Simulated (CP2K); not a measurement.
Two runs for the C K edge of 5-ethynylpyrimidine. Run A: CP2K XAS_TDP, all-electron GAPW, PBEh(45%), aug-cc-pVDZ, TDA, no relativity. Run B differs in one setting.

First lines with a strength over 0.0015. A:

```
                              atom  energy (eV)  states  strength, one atom
            C1 (bonded to C and H)       281.49       1              0.0419
                                         282.09       1              0.0498
                                         284.64       1              0.0057
                                         285.25       1              0.0058
                                         285.63       1              0.0031
                C2 (bonded to 2 C)       281.80       1              0.0300
                                         282.21       1              0.0511
                                         284.71       1              0.0268
                                         288.18       1              0.0035
                                         288.29       1              0.0038
                C3 (bonded to 3 C)       281.84       1              0.0428
                                         285.90       1              0.0026
                                         286.41       1              0.0096
                                         286.99       1              0.0028
                                         287.14       1              0.0035
C4 (bonded to C, N and H), 2 alike       281.43       1              0.0598
                                         286.05       1              0.0134
                                         286.75       1              0.0036
                                         287.05       1              0.0049
                                         287.60       1              0.0036
          C6 (bonded to 2 N and H)       281.85       1              0.0604
                                         286.43       1              0.0128
                                         287.29       1              0.0035
                                         287.54       1              0.0026
                                         287.90       1              0.0070
```

B:

```
                              atom  energy (eV)  states  strength, one atom
            C1 (bonded to C and H)       287.38       1              0.0411
                                         287.98       1              0.0487
                                         290.53       1              0.0055
                                         291.15       1              0.0057
                                         291.52       1              0.0031
                C2 (bonded to 2 C)       287.60       1              0.0294
                                         288.00       1              0.0501
                                         290.51       1              0.0262
                                         293.98       1              0.0035
                                         294.08       1              0.0037
                C3 (bonded to 3 C)       287.28       1              0.0420
                                         291.34       1              0.0025
                                         291.85       1              0.0094
                                         292.43       1              0.0028
                                         292.57       1              0.0034
C4 (bonded to C, N and H), 2 alike       287.23       1              0.0586
                                         291.84       1              0.0131
                                         292.54       1              0.0035
                                         292.84       1              0.0048
                                         293.39       1              0.0035
          C6 (bonded to 2 N and H)       287.46       1              0.0592
                                         292.04       1              0.0125
                                         292.90       1              0.0034
                                         293.15       1              0.0026
                                         293.51       1              0.0068
```

**Question.** Which was it: scalar relativity switched on, the basis, the functional, GW2X switched on?

GW2X switched on. GW2X shifts an atom's lines together and keeps their spacings. Against PBEh(45%) in aug-cc-pVDZ, the leading lines move by +5.89 eV (C1, to 287.38), +5.80 eV (C2, to 287.60), +5.44 eV (C3, to 287.28), +5.80 eV (C4, to 287.23) and +5.61 eV (C6, to 287.46).

[Banner, clock and machine lines of the logs are left out without a mark of their own.]

[Logs are printed without paths, hosts, clocks, repeated set-up lines and the standing remarks that a program may print on its own settings, such as how far it seeks lower states.]

[Hosts, paths, dates, database ids (printed as entryN), source tags and the programs' standing remarks are cut or masked in the printed files.]
